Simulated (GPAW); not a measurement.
# C2 in line between two Al chains: relaxation, then transmission at several levels

Aim: the conductance of C2 in line between two Al chains after relaxation, and whether geometry, basis or functional moves it most.

Main program and level: GPAW 26.7.0; GPAW LCAO, PAW setups; relaxation of the junction within the symmetry of its start, lead ends held, in the first sound run; inputs show where later runs differ.

## Step 1: Starting point

The cell holds 16 atoms: 14 Al and 2 C. Cell: a = 9.000 Å, b = 9.000 Å, c = 35.951 Å, α = 90.0°, β = 90.0°, γ = 90.0°. Regions: left lead, 7 atoms (7 Al); channel, 2 atoms (2 C); right lead, 7 atoms (7 Al). Vacuum lies along a and b. The structure is stacked along c, and the current runs across the ab planes.

## Step 2: Relaxing the atoms

Transmission follows bond lengths closely, so the atoms between the held lead ends are relaxed first, within whatever symmetry the start has.

File run.py:

```python
import json
from ase import Atoms
from ase.constraints import FixAtoms
from ase.optimize import BFGS
from gpaw import GPAW, FermiDirac

device = Atoms(
    ['Al', 'Al', 'Al', 'Al', 'Al', 'Al', 'Al', 'C', 'C', 'Al', 'Al', 'Al', 'Al', 'Al', 'Al', 'Al'],
    positions=[
        [4.50000, 4.50000, 1.20000],
        [4.50000, 4.50000, 3.60000],
        [4.50000, 4.50000, 6.00000],
        [4.50000, 4.50000, 8.40000],
        [4.50000, 4.50000, 10.80000],
        [4.50000, 4.50000, 13.20000],
        [4.50000, 4.50000, 15.60000],
        [4.50000, 4.50000, 17.35540],
        [4.50000, 4.50000, 18.59540],
        [4.50000, 4.50000, 20.35080],
        [4.50000, 4.50000, 22.75080],
        [4.50000, 4.50000, 25.15080],
        [4.50000, 4.50000, 27.55080],
        [4.50000, 4.50000, 29.95080],
        [4.50000, 4.50000, 32.35080],
        [4.50000, 4.50000, 34.75080]],
    cell=[[9.0, 0.0, 0.0], [0.0, 9.0, 0.0], [0.0, 0.0, 35.9508]],
    pbc=True)

device.set_constraint(FixAtoms([0, 1, 2, 3, 4, 5, 10, 11, 12, 13, 14, 15]))
device.calc = GPAW(mode='lcao', basis='dzp', xc='PBE', h=0.18,
                   kpts={'size': (1, 1, 2), 'gamma': True},
                   symmetry={'tolerance': 1e-3, 'extra_ids': [1, 1, 1, 1, 1, 1, 0, 0, 0, 0, 1, 1, 1, 1, 1, 1]},
                   occupations=FermiDirac(0.1), maxiter=250,
                   mixer=dict(beta=0.1, nmaxold=8, weight=100.0),
                   convergence=dict(density=0.0001), txt='relax.txt')
path = []
opt = BFGS(device, maxstep=0.15)
opt.attach(lambda: path.append((device.get_potential_energy(), device.positions.tolist(), device.get_forces().tolist())))
relaxed = bool(opt.run(fmax=0.05, steps=50))
json.dump(dict(relaxed=relaxed, path=path, positions=device.positions.tolist(), moments=device.get_magnetic_moments().tolist(),
               forces=device.get_forces(apply_constraint=False).tolist()), open('result.json', 'w'))
```

The run is started by

```
> OMP_NUM_THREADS=1 OPENBLAS_NUM_THREADS=1 python run.py
```

The program printed:

```text
Step          Energy          fmax
BFGS:    0      -39.848192        2.752473
BFGS:    1      -40.006544        1.308730
BFGS:    2      -40.033499        2.408709
BFGS:    3      -40.071311        0.184571
BFGS:    4      -40.071936        0.014406
```

Run time: 4.9 min. Hardware: 1 thread of Arm Neoverse V1, shared host; peak memory 1.6 GiB.

Relaxation path:

```
step  energy less that of the first step (eV)  largest force (eV/Å)
   1                                   0.0000                2.7525
   2                                  -0.1579                1.3087
   3                                  -0.1851                2.4087
   4                                  -0.2220                0.1846
   5                                  -0.2228                0.0144
```

The atoms that moved most (Å):

```
atom     dx     dy      dz  length
Al10  0.000  0.000   0.083   0.083
 Al7  0.000  0.000  -0.083   0.083
  C8  0.000  0.000  -0.008   0.008
  C9  0.000  0.000   0.008   0.008
```

The relaxation lowered the energy of the cell by 0.223 eV (energies extrapolated to zero smearing; the optimiser's log prints free energies). The largest force left on a free atom is 0.014 eV/Å.

## Step 3: Double-zeta polarised basis

Localised orbitals split the wire into layers that couple to their neighbours alone, which is what the Green's function method needs; double zeta with polarisation is the usual level for numbers.

This step: GPAW LCAO, PAW setups; Landauer transmission from Green's functions with principal layers (ASE), zero bias (GPAW 26.7.0).

File run.py:

```python
import json
import numpy as np
from ase import Atoms
from ase.transport.calculators import TransportCalculator
from gpaw import GPAW, FermiDirac
from gpaw.lcao.tools import get_lcao_hamiltonian
from scipy.linalg import eigh

# The junction with lead layers at both ends, along the third cell vector
device = Atoms(
    ['Al', 'Al', 'Al', 'Al', 'Al', 'Al', 'Al', 'C', 'C', 'Al', 'Al', 'Al', 'Al', 'Al', 'Al', 'Al'],
    positions=[
        [4.50000, 4.50000, 1.20000],
        [4.50000, 4.50000, 3.60000],
        [4.50000, 4.50000, 6.00000],
        [4.50000, 4.50000, 8.40000],
        [4.50000, 4.50000, 10.80000],
        [4.50000, 4.50000, 13.20000],
        [4.50000, 4.50000, 15.51686],
        [4.50000, 4.50000, 17.34698],
        [4.50000, 4.50000, 18.60382],
        [4.50000, 4.50000, 20.43394],
        [4.50000, 4.50000, 22.75080],
        [4.50000, 4.50000, 25.15080],
        [4.50000, 4.50000, 27.55080],
        [4.50000, 4.50000, 29.95080],
        [4.50000, 4.50000, 32.35080],
        [4.50000, 4.50000, 34.75080]],
    cell=[[9.0, 0.0, 0.0], [0.0, 9.0, 0.0], [0.0, 0.0, 35.9508]],
    pbc=True)

# One principal layer of the lead: the first 4 atoms of the device
lead = Atoms(
    ['Al', 'Al', 'Al', 'Al'],
    positions=[
        [4.50000, 4.50000, 1.20000],
        [4.50000, 4.50000, 3.60000],
        [4.50000, 4.50000, 6.00000],
        [4.50000, 4.50000, 8.40000]],
    cell=[[9.0, 0.0, 0.0], [0.0, 9.0, 0.0], [0.0, 0.0, 9.6]],
    pbc=True)

settings = dict(mode='lcao', basis='dzp', xc='PBE', h=0.2,
                occupations=FermiDirac(0.1), maxiter=250,
                mixer=dict(beta=0.1, nmaxold=8, weight=100.0),
                convergence=dict(density=0.0001))
energies = np.arange(-2, 2 + 1e-9, 0.025)
eta = 0.0001
n1, n2 = 1, 1
# k and -k transmit alike, so half of the mesh across the current serves
mesh = [(i, j) for i in range(n1) for j in range(n2) if (i, j) <= (-i % n1, -j % n2)]
weights = np.array([1 if (i, j) == (-i % n1, -j % n2) else 2 for i, j in mesh]) / (n1 * n2)

# [... helper functions left out ...]
fermi_lead = ground_state(lead, (1, 1, 12), 'lead.txt')
fermi_device = ground_state(device, (1, 1, 2), 'device.txt')
# [... loop over the mesh left out, but for ...]
        # Shift the lead onto the potential of the device's first layer
        shift = ((H[:, 0, 0] - H0[:, 0, 0]) / S0[0, 0]).real.mean()
# [...]
kT = 8.617333e-5 * 300
bias = [0.1, 0.2, 0.5, 1.0, 1.5, 2.0]
# [... integrals and printing left out ...]
```

The program printed:

```text
basis functions: device 208, principal layer 52
Fermi level: lead -3.1259 eV, device -3.1235 eV; lead shifted by -0.0040 eV
largest coupling past the next layer 1.42e-15 eV, largest misfit of the first layer 0.026 eV
  E-E_F (eV)   T (one spin)  channels
    -2.000    2.2956e-02    1.0000
    -1.975    2.2270e-02    1.0000
    -1.950    2.1580e-02    1.0000
    -1.925    2.0885e-02    1.0000
    -1.900    2.0186e-02    1.0000
    -1.875    1.9481e-02    1.0000
    -1.850    1.8770e-02    1.0000
    -1.825    1.8052e-02    1.0000
    -1.800    1.7327e-02    1.0000
    -1.775    1.6594e-02    1.0000
    -1.750    1.5853e-02    1.0000
    -1.725    1.5102e-02    1.0000
    -1.700    1.4342e-02    1.0000
    -1.675    1.3570e-02    1.0000
    -1.650    1.2787e-02    1.0000
    -1.625    1.1991e-02    1.0000
[...]
1.825    1.9975e+00    3.0000
     1.850    2.0051e+00    3.0000
     1.875    2.0123e+00    3.0000
     1.900    2.0191e+00    3.0000
     1.925    2.0255e+00    3.0000
     1.950    2.0315e+00    3.0000
     1.975    2.0371e+00    3.0000
     2.000    2.0423e+00    3.0000
conductance at 300 K: 1.6222 G0 a cell; thermopower 0.9153 uV/K
current from the zero-bias T(E) at 0.1 V: 12.547 uA
current from the zero-bias T(E) at 0.2 V: 24.966 uA
current from the zero-bias T(E) at 0.5 V: 60.466 uA
current from the zero-bias T(E) at 1.0 V: 101.08 uA
current from the zero-bias T(E) at 1.5 V: 127.1 uA
current from the zero-bias T(E) at 2.0 V: 154.82 uA
```

The job ended after 68 s (1 thread; peak memory 1.1 GiB).

Numbers from this step:

```yaml
conductance: 1.622 G₀
largest_coupling_past_the_next_principal_layer: 1.42e-15 eV
largest_misfit_of_the_first_principal_layer: 0.02596 eV
shift_that_aligns_the_lead: -0.003981 eV
basis_functions_of_the_junction: 208
basis_functions_of_a_principal_layer: 52
transmission_at_the_fermi_level_one_spin: 1.630
open_channels_of_the_lead_at_the_fermi_level_one_spin: 2
```

One spin. Transmission, zone mean against energy, zero at the Fermi level:

```
energy (eV)  transmission, zone mean
     -2.000                   0.0230
     -1.900                   0.0202
     -1.800                   0.0173
     -1.700                   0.0143
     -1.600                   0.0112
     -1.500                  0.00778
     -1.400                  0.00407
     -1.300                   5.0e-8
     -1.200                  2.6e-11
     -1.100                  4.5e-12
     -1.000                  2.1e-12
     -0.900                  1.5e-12
     -0.800                  1.4e-12
     -0.700                  1.3e-12
     -0.600                  1.2e-12
     -0.500                  4.1e-12
     -0.400                    0.121
     -0.300                     1.41
     -0.200                     1.53
     -0.100                     1.62
     -0.025                     1.63
      0.000                     1.63
      0.100                     1.58
      0.200                     1.49
      0.300                     1.41
      0.400                     1.36
      0.500                     1.33
      0.600                     1.33
      0.700                     1.35
      0.800                     1.39
      0.900                     1.43
      1.000                     1.53
      1.100                     1.61
      1.200                     1.68
      1.300                     1.75
      1.400                     1.81
      1.500                     1.86
      1.600                     1.91
      1.700                     1.95
      1.800                     1.99
      1.900                     2.02
      2.000                     2.04
```

Crossings of the lead's bands, unfolded to its shortest repeat. The open channels, zone mean by energy, zero at the Fermi level:

energy (eV), open channels, zone mean and a bar:
```
   -2.000       1.00 ##########
   -1.800       1.00 ##########
   -1.600       1.00 ##########
   -1.400       1.00 ##########
   -1.200       0.00 
   -1.000       0.00 
   -0.800       0.00 
   -0.600       0.00 
   -0.400       2.00 ####################
   -0.200       2.00 ####################
    0.000       2.00 ####################
    0.200       2.00 ####################
    0.400       2.00 ####################
    0.600       2.00 ####################
    0.800       2.00 ####################
    1.000       3.00 ##############################
    1.200       3.00 ##############################
    1.400       3.00 ##############################
    1.600       3.00 ##############################
    1.800       3.00 ##############################
    2.000       3.00 ##############################
```

Not self-consistent under bias; the bias window is split evenly. Current through one cell, from the zero-bias transmission against bias:

```
bias (V)  current through one cell, from the zero-bias transmission (μA)
   0.100                                                            12.5
   0.200                                                            25.0
   0.500                                                            60.5
   1.000                                                             101
   1.500                                                             127
   2.000                                                             155
```

Table of transmission of the three most open eigenchannels by energy, zero at the Fermi level:

```
energy (eV)  channel 1  channel 2  channel 3
     -2.000     0.0230    1.4e-12          0
     -1.900     0.0202    1.4e-12          0
     -1.800     0.0173    1.3e-12          0
     -1.700     0.0143    1.3e-12          0
     -1.600     0.0112    1.3e-12          0
     -1.500    0.00778    1.3e-12          0
     -1.400    0.00407    1.3e-12          0
     -1.300     5.0e-8    1.3e-12          0
     -1.200    2.5e-11    1.2e-12          0
     -1.100    3.3e-12    1.2e-12          0
     -1.000    1.2e-12          0          0
     -0.900    1.2e-12          0          0
     -0.800    1.2e-12          0          0
     -0.700    1.1e-12          0          0
     -0.600    1.1e-12          0          0
     -0.500    1.5e-12    1.5e-12    1.1e-12
     -0.400     0.0605     0.0605    1.1e-12
     -0.300      0.706      0.706    1.1e-12
     -0.200      0.763      0.763    1.0e-12
     -0.100      0.808      0.808    1.0e-12
      0.000      0.815      0.815    1.0e-12
      0.100      0.788      0.788          0
      0.200      0.745      0.745          0
      0.300      0.705      0.705          0
      0.400      0.678      0.678          0
      0.500      0.666      0.666          0
      0.600      0.666      0.666    2.8e-12
      0.700      0.676      0.676    1.1e-11
      0.800      0.693      0.693    8.9e-11
      0.900      0.715      0.715     1.1e-8
      1.000      0.740      0.740     0.0476
      1.100      0.768      0.768     0.0742
      1.200      0.797      0.797     0.0863
      1.300      0.827      0.827     0.0920
      1.400      0.856      0.856     0.0944
      1.500      0.883      0.883     0.0951
      1.600      0.908      0.908     0.0948
      1.700      0.930      0.930     0.0940
      1.800      0.948      0.948     0.0928
      1.900      0.964      0.964     0.0914
      2.000      0.976      0.976     0.0899
```

Couplings past the next layer reach 1.4e-15 eV, small enough to drop; the matrix elements of the cell's first layer differ from the bulk lead's by up to 0.026 eV. That layer keeps its own values in the calculation, and only beyond it is the lead taken as perfect. The Fermi levels of lead and junction count from different zeros of potential, one for each periodic cell; with both set to zero, the small remaining shift is what aligns them. By hand: G = 1.622 × 77.48 μS = 126 μS, a resistance of 7.96 kΩ; at 0.1 V a linear junction would pass 12.6 μA, and the integral over the bias window gives 12.5 μA.

## Step 4: GPAW, szp: basis = "szp(dzp)"

The second zeta is dropped, the polarisation orbitals stay.

run.py, as its differences from that of step 3:

```diff
@@ -42,3 +42,3 @@
 
-settings = dict(mode='lcao', basis='dzp', xc='PBE', h=0.2,
+settings = dict(mode='lcao', basis='szp(dzp)', xc='PBE', h=0.2,
                 occupations=FermiDirac(0.1), maxiter=250,
```

The program printed:

```text
basis functions: device 144, principal layer 36
Fermi level: lead -3.5823 eV, device -3.5968 eV; lead shifted by -0.0047 eV
largest coupling past the next layer 1.49e-15 eV, largest misfit of the first layer 0.028 eV
  E-E_F (eV)   T (one spin)  channels
    -2.000    1.7340e-02    1.0000
    -1.975    1.6745e-02    1.0000
    -1.950    1.6145e-02    1.0000
    -1.925    1.5538e-02    1.0000
    -1.900    1.4925e-02    1.0000
    -1.875    1.4304e-02    1.0000
    -1.850    1.3676e-02    1.0000
    -1.825    1.3039e-02    1.0000
    -1.800    1.2394e-02    1.0000
    -1.775    1.1739e-02    1.0000
    -1.750    1.1074e-02    1.0000
    -1.725    1.0399e-02    1.0000
    -1.700    9.7116e-03    1.0000
    -1.675    9.0120e-03    1.0000
    -1.650    8.2993e-03    1.0000
    -1.625    7.5725e-03    1.0000
[...]
1.825    2.0434e+00    3.0000
     1.850    2.0488e+00    3.0000
     1.875    2.0537e+00    3.0000
     1.900    2.0582e+00    3.0000
     1.925    2.0623e+00    3.0000
     1.950    2.0659e+00    3.0000
     1.975    2.0691e+00    3.0000
     2.000    2.0719e+00    3.0000
conductance at 300 K: 1.6081 G0 a cell; thermopower 0.9962 uV/K
current from the zero-bias T(E) at 0.1 V: 12.435 uA
current from the zero-bias T(E) at 0.2 V: 24.726 uA
current from the zero-bias T(E) at 0.5 V: 59.709 uA
current from the zero-bias T(E) at 1.0 V: 96.753 uA
current from the zero-bias T(E) at 1.5 V: 122.91 uA
current from the zero-bias T(E) at 2.0 V: 152.07 uA
```

Elapsed: 54 s, on 1 thread; peak memory 1.1 GiB.

This step gave:

| Quantity | Value |
| --- | --- |
| conductance | 1.608 G₀ |
| largest coupling past the next principal layer | 1.49e-15 eV |
| largest misfit of the first principal layer | 0.02752 eV |
| shift that aligns the lead | -0.004737 eV |
| basis functions of the junction | 144 |
| basis functions of a principal layer | 36 |
| transmission at the Fermi level (one spin) | 1.617 |

One spin. The transmission, zone mean by energy, zero at the Fermi level:

```
energy (eV)  transmission, zone mean
     -2.000                   0.0173
     -1.800                   0.0124
     -1.600                  0.00683
     -1.400                   2.3e-4
     -1.200                  3.4e-12
     -1.000                        0
     -0.800                        0
     -0.600                        0
     -0.400                   2.9e-9
     -0.200                     1.50
     -0.025                     1.62
      0.000                     1.62
      0.200                     1.47
      0.400                     1.34
      0.600                     1.34
      0.800                     1.44
      1.000                     1.61
      1.200                     1.75
      1.400                     1.87
      1.600                     1.97
      1.800                     2.04
      2.000                     2.07
```

Crossings of the lead's bands, unfolded to its shortest repeat. The open channels, zone mean by energy, zero at the Fermi level:

```
energy (eV)  open channels, zone mean
     -2.000                         1
     -1.800                         1
     -1.600                         1
     -1.400                         1
     -1.200                         0
     -1.000                         0
     -0.800                         0
     -0.600                         0
     -0.400                         0
     -0.200                         2
      0.000                         2
      0.200                         2
      0.400                         2
      0.600                         2
      0.800                         3
      1.000                         3
      1.200                         3
      1.400                         3
      1.600                         3
      1.800                         3
      2.000                         3
```

Not self-consistent under bias; the bias window is split evenly. Current through one cell, from the zero-bias transmission against bias:

```
bias (V)  current through one cell, from the zero-bias transmission (μA)
   0.100                                                            12.4
   0.200                                                            24.7
   0.500                                                            59.7
   1.000                                                            96.8
   1.500                                                             123
   2.000                                                             152
```

The transmission of the three most open eigenchannels by energy, zero at the Fermi level:

```
energy (eV)  channel 1  channel 2  channel 3
     -2.000     0.0173          0          0
     -1.800     0.0124          0          0
     -1.600    0.00683          0          0
     -1.400     2.3e-4          0          0
     -1.200    3.4e-12          0          0
     -1.000          0          0          0
     -0.800          0          0          0
     -0.600          0          0          0
     -0.400     1.4e-9     1.4e-9          0
     -0.200      0.751      0.751          0
      0.000      0.809      0.809          0
      0.200      0.734      0.734          0
      0.400      0.671      0.671    1.4e-12
      0.600      0.668      0.668    3.6e-11
      0.800      0.705      0.705     0.0323
      1.000      0.764      0.764     0.0782
      1.200      0.831      0.831     0.0871
      1.400      0.893      0.893     0.0884
      1.600      0.942      0.942     0.0877
      1.800      0.975      0.975     0.0866
      2.000      0.993      0.993     0.0853
```

The conductance, 1.61 G₀, lies 0.9 % below that of the dzp run.

(Part 1 of 2 ends here.)

[Logs are printed without paths, hosts, clocks, repeated set-up lines and the standing remarks that a program may print on its own settings, such as how far it seeks lower states.]

[Hosts, paths, dates, database ids (printed as entryN), source tags and the programs' standing remarks are cut or masked in the printed files.]
